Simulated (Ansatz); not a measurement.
## Al3AgP, from a guessed structure to a relaxed one

Starting from a made-up structure for Al3AgP, the aim is the relaxed cell, its shortest contacts and, where a second run follows, its electronic structure.

Method: DFT, PBEsol, plane-wave PAW, files of the set soft_1, scalar-relativistic, no spin, cell and ions relaxed at zero pressure; PAW set soft_1, in the first sound run; inputs show where later runs differ, in Ansatz 0.2.0.

## (1) Starting point

Symmetry: Pm-3m, No. 221, cubic system. Conventional cell: a = 4.414 Å, b = 4.414 Å, c = 4.414 Å, α = 90.00°, β = 90.00°, γ = 90.00°. Nearest to Ag lie 12 Al at 3.12 Å. Nearest to P lie 6 Al at 2.21 Å. Nearest to Al lie 2 P at 2.21 Å and 8 Al at 3.12 Å and 4 Ag at 3.12 Å. Farther neighbours are not listed.

As a file:

```cif
data_structure
_symmetry_space_group_name_H-M 'Pm-3m'
_symmetry_Int_Tables_number 221
_cell_length_a 4.4140
_cell_length_b 4.4140
_cell_length_c 4.4140
_cell_angle_alpha 90.000
_cell_angle_beta 90.000
_cell_angle_gamma 90.000
_cell_volume 86.00
loop_
_atom_site_label
_atom_site_type_symbol
_atom_site_symmetry_multiplicity
_atom_site_Wyckoff_symbol
_atom_site_fract_x
_atom_site_fract_y
_atom_site_fract_z
_atom_site_occupancy
Ag1 Ag 1 a 0.00000 0.00000 0.00000 1
P1 P 1 b 0.50000 0.50000 0.50000 1
Al1 Al 3 c 0.50000 0.00000 0.50000 1
```

## (2) Relaxation of the guess

The guess takes its coordinates from another compound and its volume from a rule, so the cell and any free coordinates are relaxed together.

The input, input.yaml:

```yaml
crystal:
  lattice:
    - [4.414, 0.0, 0.0]
    - [0.0, 4.414, 0.0]
    - [0.0, 0.0, 4.414]
  atoms:
    - { symbol: Ag, position: [0.0, 0.0, 0.0] }
    - { symbol: P, position: [0.5, 0.5, 0.5] }
    - { symbol: Al, position: [0.5, 0.0, 0.5] }
    - { symbol: Al, position: [0.5, 0.5, 0.0] }
    - { symbol: Al, position: [0.0, 0.5, 0.5] }
kpoints:
  mp_grid: { grid: [6, 6, 6] }
scf:
  occupations: { method: fermi_dirac, width: 0.05 }
hamiltonian:
  xc: pbesol
  pseudopotentials: { kind: paw, azcp: { folder: soft_1 }, xc_functional: pbe }
relax:
  f_tol: 0.015
  max_steps: 70
  cell: {}
output:
  forces: true
  stress: true
```

On the command line:

```console
ansatz run input.yaml --threads 4 --pin off --max-ram 8192MiB --backend cpu --events-out ev --progress --plain --runs-dir out
```

Numbers of over 12 decimals in the logs are rounded to 6 here.

Log:

```text
Engine: ansatz 0.2.0, aarch64-unknown-linux-gnu
Pseudopotentials: kind: paw
Pseudopotential: Ag, paw, valence charge 19, recommended cutoff 420 eV (normal), soft_1/Ag.paw.azcp
Pseudopotential: P, paw, valence charge 5, recommended cutoff 420 eV (normal), soft_1/P.paw.azcp
Pseudopotential: Al, paw, valence charge 3, recommended cutoff 420 eV (normal), soft_1/Al.paw.azcp
Functional definition: PBEsol
  exchange = pbesol_x
  correlation = pbesol_c
Crystal: 5 atoms, lattice volume = 86.000 Å³
Basis set: ecut = 420 eV, 1743 PW (Γ), exchange–correlation on 60×60×60 points (8 copies of the dense FFT grid, shifted against one another)
Bands: 22, of which v1, the nominal top of the filled ones, is band 17 counted from 1 (16 counted from 0)
Symmetry: 48 space group operations
Space group: Pm-3m (ITA 221), of the structure as read, at distance tolerance 4.4e-5 Å
k-points: 20 of 216
Non-local potential: Ag, projectors of the file, l = 0: 3, l = 1: 2, l = 2: 2, l = 3: 1
Non-local potential: P, projectors of the file, l = 0: 2, l = 1: 2, l = 2: 1
Non-local potential: Al, projectors of the file, l = 0: 2, l = 1: 2, l = 2: 1
PAW form: soft (Blöchl's): semilocal exchange-correlation on the pseudo side does not see the compensation charge
PAW frozen core: Ag, regenerated for the run's functional, and the local potential with it (the file was generated under x = pbe(κ = 0.804, μ = 0.219515), c = pbe(β = 0.066725))
PAW frozen core: P, regenerated for the run's functional, and the local potential with it (the file was generated under x = pbe(κ = 0.804, μ = 0.219515), c = pbe(β = 0.066725))
PAW frozen core: Al, regenerated for the run's functional, and the local potential with it (the file was generated under x = pbe(κ = 0.804, μ = 0.219515), c = pbe(β = 0.066725))
PAW one-centre angular grid: Ag, 590 points (default); XC on 64 Gauss nodes
PAW one-centre angular grid: P, 110 points (default); XC on 64 Gauss nodes
PAW one-centre angular grid: Al, 110 points (default); XC on 64 Gauss nodes
Initial density: superposition of atomic densities (chi_scale 0.1, normalization cell, long waves kept (reshape's long-wave potential 0.00 eV rms))
Initial wavefunctions: pseudopotential atomic-orbital guess
Functional: x = pbesol(κ = 0.804, μ = 0.123457), c = pbesol(β = 0.046)
SCF iter   1: F=—  HF=-9834.938366 eV  |F-HF|=—  |Δ(HF+E_count)|=         —  Δρ=7.73e-2  dr2=9.19e0  ethr=3.10e-3  ⟨swp⟩=7.8  Hψ=2568  notcnv=0
preconditioner: auto → Kerker (q_TF=auto, 2.326 Å⁻¹)  [metal: Δε(μ)=0.036 eV  Ē_g=7.096 eV  σ=0.050 eV  W_gap=0.18  n_scr=18 (ndim 8)  ℏωp=20.0 eV  f_vac=0.000  D(μ)=5.71/eV (n_scr^D=56)]
SCF iter   2: F=—  HF=-9833.756648 eV  |F-HF|=—  |Δ(HF+E_count)|=    1.18e0  Δρ=3.69e-2  dr2=2.63e0  ethr=3.10e-3  ⟨swp⟩=2.2  Hψ=873  notcnv=0  defer=6
SCF iter   3: F=—  HF=-9833.189028 eV  |F-HF|=—  |Δ(HF+E_count)|=   5.68e-1  Δρ=1.18e-2  dr2=2.82e-1  ethr=3.10e-3  ⟨swp⟩=3.0  Hψ=816  notcnv=0  defer=7
SCF iter   4: F=—  HF=-9833.125161 eV  |F-HF|=—  |Δ(HF+E_count)|=   6.39e-2  Δρ=2.39e-3  dr2=1.23e-2  ethr=8.55e-4  ⟨swp⟩=2.5  Hψ=738  notcnv=0  defer=6
SCF iter   5: F=—  HF=-9833.122335 eV  |F-HF|=—  |Δ(HF+E_count)|=   2.83e-3  Δρ=7.43e-4  dr2=5.36e-4  ethr=3.74e-5  ⟨swp⟩=2.1  Hψ=630  notcnv=0  defer=6
SCF iter   6: F=—  HF=-9833.122196 eV  |F-HF|=—  |Δ(HF+E_count)|=   1.40e-4  Δρ=8.77e-5  dr2=8.69e-6  ethr=1.62e-6  ⟨swp⟩=2.1  Hψ=668  notcnv=0  defer=6
SCF iter   7: F=—  HF=-9833.121989 eV  |F-HF|=—  |Δ(HF+E_count)|=   2.07e-4  Δρ=1.79e-5  dr2=4.21e-7  ethr=2.63e-8  ⟨swp⟩=2.0  Hψ=730  notcnv=0  defer=6
SCF iter   8: F=-9833.121989 eV  HF=-9833.121989 eV  |F-HF|=2.28e-8  |Δ(HF+E_count)|=   1.11e-7  Δρ=4.01e-6  dr2=2.73e-8  ethr=3.03e-10  ⟨swp⟩=5.0  Hψ=1576  notcnv=0
SCF 1 converged in 8 iterations: F = -9833.121989 eV  dr2 = 2.73e-8
  greatest PAW one-centre occupation: 1.001 electrons in one spin orbital (limit 2), on the Ag atom at site 0 (counted from 0), in its partial waves of l = 0
relax step   1: F+E_penalty+E_count = -9833.12198883 eV  Δ(F+E_penalty+E_count) = +0.000e0 eV  max|allowed force component| = 2.485e-30 eV/Å  Δτ_max = 0.0000 Å  P = +13.427 GPa  Ω = 86.000 Å³  (8 SCF iters, dr2 threshold 1.00e-7 eV, accepted)
Crystal: 5 atoms, lattice volume = 94.740 Å³
Basis set: ecut = 420 eV, 1863 PW (Γ), exchange–correlation on 60×60×60 points (8 copies of the dense FFT grid, shifted against one another)
Initial density: handed on by an earlier stage of this run
Initial wavefunctions: those handed on with the density
iter 1 solved again at ethr=8.44e-4 eV; its pass at ethr=3.10e-3 eV (dr2=2.79e-1 eV) is discarded
SCF iter   1: F=—  HF=-9833.676409 eV  |F-HF|=—  |Δ(HF+E_count)|=         —  Δρ=1.13e-2  dr2=2.82e-1  ethr=8.44e-4  ⟨swp⟩=1.1  Hψ=2690  notcnv=0
preconditioner: auto → Kerker (q_TF=auto, 2.289 Å⁻¹)  [metal: Δε(μ)=0.030 eV  Ē_g=7.416 eV  σ=0.050 eV  W_gap=0.15  n_scr=18 (ndim 8)  ℏωp=19.1 eV  f_vac=0.000  D(μ)=2.18/eV (n_scr^D=18)]
SCF iter   2: F=—  HF=-9833.614816 eV  |F-HF|=—  |Δ(HF+E_count)|=   6.16e-2  Δρ=4.28e-3  dr2=4.49e-2  ethr=8.44e-4  ⟨swp⟩=2.2  Hψ=679  notcnv=0
SCF iter   3: F=—  HF=-9833.602519 eV  |F-HF|=—  |Δ(HF+E_count)|=   1.23e-2  Δρ=1.66e-3  dr2=8.03e-3  ethr=1.36e-4  ⟨swp⟩=2.1  Hψ=664  notcnv=0  defer=2
SCF iter   4: F=—  HF=-9833.600348 eV  |F-HF|=—  |Δ(HF+E_count)|=   2.17e-3  Δρ=5.66e-4  dr2=2.87e-4  ethr=2.43e-5  ⟨swp⟩=2.2  Hψ=625  notcnv=0  defer=2
SCF iter   5: F=—  HF=-9833.599968 eV  |F-HF|=—  |Δ(HF+E_count)|=   3.79e-4  Δρ=1.04e-4  dr2=2.28e-5  ethr=8.70e-7  ⟨swp⟩=2.4  Hψ=734  notcnv=0  defer=2
SCF iter   6: F=—  HF=-9833.599964 eV  |F-HF|=—  |Δ(HF+E_count)|=   4.45e-6  Δρ=2.14e-5  dr2=5.41e-7  ethr=6.90e-8  ⟨swp⟩=2.1  Hψ=594  notcnv=0  defer=2
SCF iter   7: F=-9833.599964 eV  HF=-9833.599964 eV  |F-HF|=1.15e-8  |Δ(HF+E_count)|=   8.55e-8  Δρ=4.85e-6  dr2=2.59e-8  ethr=1.52e-9  ⟨swp⟩=4.8  Hψ=1508  notcnv=0
SCF 2 converged in 7 iterations: F = -9833.599964 eV  dr2 = 2.59e-8
relax step   2: F+E_penalty+E_count = -9833.59996384 eV  Δ(F+E_penalty+E_count) = -4.780e-1 eV  max|allowed force component| = 1.683e-30 eV/Å  Δτ_max = 0.0000 Å  P = +4.633 GPa  Ω = 94.740 Å³  energy of the carried Pulay correction = -1.589e-3 eV  (7 SCF iters, dr2 threshold 5.00e-7 eV, accepted)
Crystal: 5 atoms, lattice volume = 100.093 Å³
Basis set: ecut = 420 eV, 1935 PW (Γ), exchange–correlation on 60×60×60 points (8 copies of the dense FFT grid, shifted against one another)
iter 1 solved again at ethr=2.34e-4 eV; its pass at ethr=3.10e-3 eV (dr2=7.73e-2 eV) is discarded
SCF iter   1: F=—  HF=-9833.704330 eV  |F-HF|=—  |Δ(HF+E_count)|=         —  Δρ=5.55e-3  dr2=7.83e-2  ethr=2.34e-4  ⟨swp⟩=1.4  Hψ=2671  notcnv=0
preconditioner: auto → Resta (q_TF=auto, 2.268 Å⁻¹)  ε∞=7.8  [insulator: Δε(μ)=0.155 eV  Ē_g=7.111 eV  σ=0.050 eV  W_gap=0.56  n_scr=18 (ndim 8)  ℏωp=18.6 eV  f_vac=0.000  D(μ)=2.08/eV (n_scr^D=18)  ε∞_Penn≈7.8]
SCF iter   2: F=—  HF=-9833.686052 eV  |F-HF|=—  |Δ(HF+E_count)|=   1.83e-2  Δρ=2.10e-3  dr2=6.82e-3  ethr=2.34e-4  ⟨swp⟩=2.1  Hψ=689  notcnv=0
SCF iter   3: F=—  HF=-9833.683994 eV  |F-HF|=—  |Δ(HF+E_count)|=   2.06e-3  Δρ=6.84e-4  dr2=1.29e-3  ethr=2.07e-5  ⟨swp⟩=2.8  Hψ=926  notcnv=0
SCF iter   4: F=—  HF=-9833.683607 eV  |F-HF|=—  |Δ(HF+E_count)|=   3.87e-4  Δρ=2.45e-4  dr2=5.34e-5  ethr=3.91e-6  ⟨swp⟩=2.0  Hψ=527  notcnv=0
SCF iter   5: F=—  HF=-9833.683292 eV  |F-HF|=—  |Δ(HF+E_count)|=   3.15e-4  Δρ=2.98e-5  dr2=8.35e-7  ethr=1.62e-7  ⟨swp⟩=2.4  Hψ=760  notcnv=0
SCF iter   6: F=-9833.683292 eV  HF=-9833.683292 eV  |F-HF|=4.34e-8  |Δ(HF+E_count)|=   1.03e-7  Δρ=7.82e-6  dr2=8.32e-8  ethr=1.52e-9  ⟨swp⟩=4.8  Hψ=1499  notcnv=0
SCF 3 converged in 6 iterations: F = -9833.683292 eV  dr2 = 8.32e-8
relax step   3: F+E_penalty+E_count = -9833.68329192 eV  Δ(F+E_penalty+E_count) = -8.333e-2 eV  max|allowed force component| = 1.262e-30 eV/Å  Δτ_max = 0.0000 Å  P = +0.583 GPa  Ω = 100.093 Å³  energy of the carried Pulay correction = -2.489e-3 eV  (6 SCF iters, dr2 threshold 5.00e-7 eV, accepted)
Crystal: 5 atoms, lattice volume = 100.913 Å³
iter 1 solved again at ethr=3.83e-6 eV; its pass at ethr=3.10e-3 eV (dr2=1.26e-3 eV) is discarded
SCF iter   1: F=—  HF=-9833.685469 eV  |F-HF|=—  |Δ(HF+E_count)|=         —  Δρ=7.93e-4  dr2=1.59e-3  ethr=3.83e-6  ⟨swp⟩=2.2  Hψ=2502  notcnv=0
preconditioner: auto → Resta (q_TF=auto, 2.265 Å⁻¹)  ε∞=8.0  [insulator: Δε(μ)=0.158 eV  Ē_g=7.009 eV  σ=0.050 eV  W_gap=0.61  n_scr=18 (ndim 8)  ℏωp=18.5 eV  f_vac=0.000  D(μ)=2.26/eV (n_scr^D=18)  ε∞_Penn≈8.0]
SCF iter   2: F=—  HF=-9833.685125 eV  |F-HF|=—  |Δ(HF+E_count)|=   3.44e-4  Δρ=3.10e-4  dr2=1.34e-4  ethr=3.83e-6  ⟨swp⟩=2.0  Hψ=612  notcnv=0
SCF iter   3: F=—  HF=-9833.684777 eV  |F-HF|=—  |Δ(HF+E_count)|=   3.48e-4  Δρ=9.84e-5  dr2=2.82e-5  ethr=4.05e-7  ⟨swp⟩=2.8  Hψ=779  notcnv=0
SCF iter   4: F=—  HF=-9833.684769 eV  |F-HF|=—  |Δ(HF+E_count)|=   8.53e-6  Δρ=3.51e-5  dr2=1.13e-6  ethr=8.55e-8  ⟨swp⟩=2.0  Hψ=545  notcnv=0
SCF iter   5: F=-9833.684769 eV  HF=-9833.684769 eV  |F-HF|=3.31e-9  |Δ(HF+E_count)|=   2.58e-7  Δρ=3.94e-6  dr2=1.45e-8  ethr=1.52e-9  ⟨swp⟩=5.0  Hψ=1596  notcnv=0
SCF 4 converged in 5 iterations: F = -9833.684769 eV  dr2 = 1.45e-8
relax step   4: F+E_penalty+E_count = -9833.68476853 eV  Δ(F+E_penalty+E_count) = -1.477e-3 eV  max|allowed force component| = 7.034e-31 eV/Å  Δτ_max = 0.0000 Å  P = +0.051 GPa  Ω = 100.913 Å³  energy of the carried Pulay correction = -2.623e-3 eV  (5 SCF iters, dr2 threshold 5.00e-7 eV, accepted)
Crystal: 5 atoms, lattice volume = 100.992 Å³
iter 1 solved again at ethr=3.42e-8 eV; its pass at ethr=3.10e-3 eV (dr2=1.13e-5 eV) is discarded
SCF iter   1: F=—  HF=-9833.685055 eV  |F-HF|=—  |Δ(HF+E_count)|=         —  Δρ=7.46e-5  dr2=1.42e-5  ethr=3.42e-8  ⟨swp⟩=2.0  Hψ=2503  notcnv=0
preconditioner: auto → Resta (q_TF=auto, 2.264 Å⁻¹)  ε∞=8.0  [insulator: Δε(μ)=0.158 eV  Ē_g=6.996 eV  σ=0.050 eV  W_gap=0.62  n_scr=18 (ndim 8)  ℏωp=18.5 eV  f_vac=0.000  D(μ)=2.29/eV (n_scr^D=18)  ε∞_Penn≈8.0]
SCF iter   2: F=—  HF=-9833.684778 eV  |F-HF|=—  |Δ(HF+E_count)|=   2.77e-4  Δρ=2.90e-5  dr2=1.17e-6  ethr=3.42e-8  ⟨swp⟩=2.1  Hψ=642  notcnv=0
SCF iter   3: F=—  HF=-9833.684769 eV  |F-HF|=—  |Δ(HF+E_count)|=   9.59e-6  Δρ=9.48e-6  dr2=2.66e-7  ethr=3.55e-9  ⟨swp⟩=2.8  Hψ=784  notcnv=0
SCF iter   4: F=—  HF=-9833.684768 eV  |F-HF|=—  |Δ(HF+E_count)|=   8.18e-8  Δρ=3.40e-6  dr2=1.18e-8  ethr=8.07e-10  ⟨swp⟩=2.0  Hψ=530  notcnv=0
SCF iter   5: F=-9833.684768 eV  HF=-9833.684768 eV  |F-HF|=1.06e-10  |Δ(HF+E_count)|=   2.91e-9  Δρ=4.82e-7  dr2=2.61e-10  ethr=1.95e-11  ⟨swp⟩=5.0  Hψ=1593  notcnv=0
SCF 5 converged in 5 iterations: F = -9833.684768 eV  dr2 = 2.61e-10
relax step   5: F+E_penalty+E_count = -9833.68476847 eV  Δ(F+E_penalty+E_count) = +5.447e-8 eV  max|allowed force component| = 7.133e-31 eV/Å  Δτ_max = 0.0000 Å  P = +0.001 GPa  Ω = 100.992 Å³  energy of the carried Pulay correction = -2.635e-3 eV  (5 SCF iters, dr2 threshold 6.43e-9 eV, accepted)
Basis set: ecut = 420 eV, 1935 PW (Γ), exchange–correlation on 64×64×64 points (8 copies of the dense FFT grid, shifted against one another)
Initial wavefunctions: pseudopotential atomic-orbital guess (no wavefunctions were taken with the density)
iter 1 solved again at ethr=4.40e-7 eV; its pass at ethr=3.10e-3 eV (dr2=1.45e-4 eV) is discarded
SCF iter   1: F=—  HF=-9833.689421 eV  |F-HF|=—  |Δ(HF+E_count)|=         —  Δρ=1.33e-4  dr2=1.66e-6  ethr=4.40e-7  ⟨swp⟩=3.8  Hψ=3811  notcnv=0
preconditioner: auto → Resta (q_TF=auto, 2.264 Å⁻¹)  ε∞=8.0  [insulator: Δε(μ)=0.158 eV  Ē_g=6.994 eV  σ=0.050 eV  W_gap=0.62  n_scr=18 (ndim 8)  ℏωp=18.5 eV  f_vac=0.000  D(μ)=2.29/eV (n_scr^D=18)  ε∞_Penn≈8.0]
SCF iter   2: F=—  HF=-9833.689390 eV  |F-HF|=—  |Δ(HF+E_count)|=   3.04e-5  Δρ=6.82e-5  dr2=4.36e-7  ethr=5.02e-9  ⟨swp⟩=2.2  Hψ=724  notcnv=0
SCF iter   3: F=—  HF=-9833.689392 eV  |F-HF|=—  |Δ(HF+E_count)|=   1.95e-6  Δρ=1.66e-5  dr2=9.96e-8  ethr=1.32e-9  ⟨swp⟩=2.0  Hψ=634  notcnv=0
SCF iter   4: F=—  HF=-9833.689392 eV  |F-HF|=—  |Δ(HF+E_count)|=   6.10e-8  Δρ=1.31e-6  dr2=8.54e-10  ethr=3.02e-10  ⟨swp⟩=2.1  Hψ=709  notcnv=0
SCF iter   5: F=-9833.689392 eV  HF=-9833.689392 eV  |F-HF|=1.82e-12  |Δ(HF+E_count)|=  1.69e-10  Δρ=2.36e-7  dr2=4.83e-11  ethr=1.00e-12  ⟨swp⟩=4.2  Hψ=2034  notcnv=0
SCF 6 converged in 5 iterations: F = -9833.689392 eV  dr2 = 4.83e-11
relax step   6: F+E_penalty+E_count = -9833.68939233 eV  Δ(F+E_penalty+E_count) = -4.624e-3 eV  max|allowed force component| = 3.550e-31 eV/Å  Δτ_max = 0.0000 Å  P = +0.056 GPa  Ω = 100.992 Å³  stress off target by 5.59e-2 GPa  SCF on the basis re-selected at this cell (its energy is not comparable with the rows above)  (5 SCF iters)
basis re-selected at this cell: Δ(F+E_penalty+E_count) = -4.624e-3 eV, ΔP = +0.055 GPa vs the last step (what re-selecting the basis moved, of the pressure what is left beyond the Pulay correction that the steps carried, after the strain that the cell walked since its last selection, with what the two solves' SCF thresholds leave and, on support functions, any second-order correction that the steps lacked; it is no measure of the basis error at this ecutwfc). The dense FFT grid was sized anew with the basis: this SCF ran on 32×32×32 points, the steps before it on 30×30×30, so part of this shift can come from that change (see relax.cell in the input reference). [rest of the remark cut]
Crystal: 5 atoms, lattice volume = 101.081 Å³
iter 1 solved again at ethr=4.24e-8 eV; its pass at ethr=3.10e-3 eV (dr2=1.40e-5 eV) is discarded
SCF iter   1: F=—  HF=-9833.689458 eV  |F-HF|=—  |Δ(HF+E_count)|=         —  Δρ=8.36e-5  dr2=1.75e-5  ethr=4.24e-8  ⟨swp⟩=2.2  Hψ=2522  notcnv=0
preconditioner: auto → Resta (q_TF=auto, 2.264 Å⁻¹)  ε∞=8.0  [insulator: Δε(μ)=0.159 eV  Ē_g=6.992 eV  σ=0.050 eV  W_gap=0.62  n_scr=18 (ndim 8)  ℏωp=18.5 eV  f_vac=0.000  D(μ)=2.29/eV (n_scr^D=18)  ε∞_Penn≈8.0]
SCF iter   2: F=—  HF=-9833.689401 eV  |F-HF|=—  |Δ(HF+E_count)|=   5.69e-5  Δρ=3.34e-5  dr2=1.54e-6  ethr=4.24e-8  ⟨swp⟩=2.0  Hψ=605  notcnv=0
SCF iter   3: F=—  HF=-9833.689396 eV  |F-HF|=—  |Δ(HF+E_count)|=   5.74e-6  Δρ=1.07e-5  dr2=3.24e-7  ethr=4.67e-9  ⟨swp⟩=2.8  Hψ=783  notcnv=0
SCF iter   4: F=—  HF=-9833.689396 eV  |F-HF|=—  |Δ(HF+E_count)|=   9.71e-8  Δρ=3.66e-6  dr2=1.22e-8  ethr=9.82e-10  ⟨swp⟩=2.1  Hψ=554  notcnv=0
SCF iter   5: F=-9833.689396 eV  HF=-9833.689396 eV  |F-HF|=8.55e-11  |Δ(HF+E_count)|=   2.52e-9  Δρ=4.62e-7  dr2=2.27e-10  ethr=2.37e-11  ⟨swp⟩=5.0  Hψ=1603  notcnv=0
SCF 7 converged in 5 iterations: F = -9833.689396 eV  dr2 = 2.27e-10
relax step   7: F+E_penalty+E_count = -9833.68939563 eV  Δ(F+E_penalty+E_count) = -3.303e-6 eV  max|allowed force component| = 9.105e-31 eV/Å  Δτ_max = 0.0000 Å  P = +0.001 GPa  Ω = 101.081 Å³  energy of the carried Pulay correction = -1.230e-5 eV  (5 SCF iters, dr2 threshold 7.81e-9 eV, accepted)
iter 1 solved again at ethr=4.44e-7 eV; its pass at ethr=3.10e-3 eV (dr2=1.47e-4 eV) is discarded
SCF iter   1: F=—  HF=-9833.689477 eV  |F-HF|=—  |Δ(HF+E_count)|=         —  Δρ=2.64e-6  dr2=3.26e-9  ethr=4.44e-7  ⟨swp⟩=3.7  Hψ=3826  notcnv=0
eigensolver tolerance schedule: the retry pair's looser diagonalisation over-reported the residual by 44991.02 of it (diagonalisation noise at an unbounded share of the residual, at the tolerance the schedule requests for it); recorded, not acted on — ethr = c·dr2/N_el stays at c = 1.0e-1
preconditioner: auto → Resta (q_TF=auto, 2.264 Å⁻¹)  ε∞=8.0  [insulator: Δε(μ)=0.159 eV  Ē_g=6.991 eV  σ=0.050 eV  W_gap=0.62  n_scr=18 (ndim 8)  ℏωp=18.5 eV  f_vac=0.000  D(μ)=2.29/eV (n_scr^D=18)  ε∞_Penn≈8.0]
SCF iter   2: F=—  HF=-9833.689414 eV  |F-HF|=—  |Δ(HF+E_count)|=   6.28e-5  Δρ=1.21e-6  dr2=7.22e-10  ethr=9.87e-12  ⟨swp⟩=4.2  Hψ=1240  notcnv=0
SCF iter   3: F=—  HF=-9833.689414 eV  |F-HF|=—  |Δ(HF+E_count)|=  9.46e-11  Δρ=7.97e-7  dr2=2.52e-10  ethr=2.19e-12  ⟨swp⟩=1.2  Hψ=446  notcnv=0
SCF iter   4: F=-9833.689414 eV  HF=-9833.689414 eV  |F-HF|=2.91e-11  |Δ(HF+E_count)|=  1.16e-10  Δρ=2.39e-7  dr2=4.86e-11  ethr=1.00e-12  ⟨swp⟩=4.0  Hψ=1711  notcnv=0
SCF 8 converged in 4 iterations: F = -9833.689414 eV  dr2 = 4.86e-11
relax step   8: F+E_penalty+E_count = -9833.68941389 eV  Δ(F+E_penalty+E_count) = -1.826e-5 eV  max|allowed force component| = 9.006e-31 eV/Å  Δτ_max = 0.0000 Å  P = +0.001 GPa  Ω = 101.081 Å³  stress off target by 7.47e-4 GPa  SCF on the basis re-selected at this cell (its energy is not comparable with the rows above)  (4 SCF iters)
basis re-selected at this cell: Δ(F+E_penalty+E_count) = -1.826e-5 eV, ΔP = +0.000 GPa vs the last step (what re-selecting the basis moved, of the pressure what is left beyond the Pulay correction that the steps carried, after the strain that the cell walked since its last selection, with what the two solves' SCF thresholds leave and, on support functions, any second-order correction that the steps lacked; it is no m [...]
SCF converged after 4 iterations
Free energy (F): -9833.689414 eV
Harris-Foulkes:  -9833.689414 eV  (|F-HF|=2.91e-11)
Internal energy: -9833.669993 eV  (E = F + TS)
E sigma→0 (E₀):  -9833.679703 eV
Entropy (-TS):   -0.019421 eV (-3.884 meV/atom)
Fermi energy:    7.720478 eV
--- Per-component energies (eV) ---
  E_band       = -379.044814
  E_kinetic    = 601.120560
  E_local      = -3738.888719  (includes V_loc(G=0)·N_el)
  E_nonlocal   = 99.033739
  E_hartree    = 1762.171320
  E_xc         = -339.495290
  E_vxc        = -345.973149  (∫ρ·V_xc dr)
  E_paw        = -5801.506227  (= ΣΔE_a)
  E_vpaw       = -518.679732  (= ΣTr[D̂ρ^β])
  E_aug_tail   = 0.000342  (compensation charges beyond the density's cutoff)
  E_ewald      = -2416.531972
  E_core_change = 0.426253  (= ΣΔE_core)
  E_smearing   = -0.019421  (= −TS)
  E_closure    = -0.000000  (closes the sum)
  Σ components = -9833.689414   (vs F -9833.689414, Δ=0.00e0)
--- Forces (eV/Å), atoms counted from 1 ---
  atom   1  Ag    -0.00000000    -0.00000000    -0.00000000
  atom   2  P      0.00000000    -0.00000000     0.00000000
  atom   3  Al     0.00000000    -0.00000000     0.00000000
  atom   4  Al    -0.00000000     0.00000000     0.00000000
  atom   5  Al     0.00000000     0.00000000    -0.00000000
  max |Σ_I F_I| component: 1.41e-30 eV/Å
--- Stress (GPa, compression-positive) ---
        0.000747      -0.000000      -0.000000
       -0.000000       0.000747       0.000000
       -0.000000       0.000000       0.000747
  P = ⅓ Tr σ = 0.0007 GPa (0.007 kbar)
--- Relaxed structure (6 steps of the walk, 6 accepted, 2 SCFs on fresh bases) ---
  F+E_penalty+E_count = -9833.68941389 eV   max|allowed force component| = 9.006e-31 eV/Å   (the final SCF, on the basis selected at the relaxed cell)
  cell:  # Å, volume = 101.0807 Å³
    - [4.658249, 0, 0]
    - [0, 4.658249, 0]
    - [0, 0, 4.658249]
  atoms:
    - { symbol: Ag, position: [0, 0, 0] }
    - { symbol: P, position: [0.5, 0.5, 0.5] }
    - { symbol: Al, position: [0.5, 0, 0.5] }
    - { symbol: Al, position: [0.5, 0.5, 0] }
    - { symbol: Al, position: [0, 0.5, 0.5] }
```

Elapsed: 5 s, on 4 threads of Arm Neoverse V1, shared host; peak memory 0.38 GiB.

(Part 1 of 2 ends here.)

[Logs are printed without paths, hosts, clocks, repeated set-up lines and the standing remarks that a program may print on its own settings, such as how far it seeks lower states.]

[Hosts, paths, dates, database ids (printed as entryN), source tags and the programs' standing remarks are cut or masked in the printed files.]
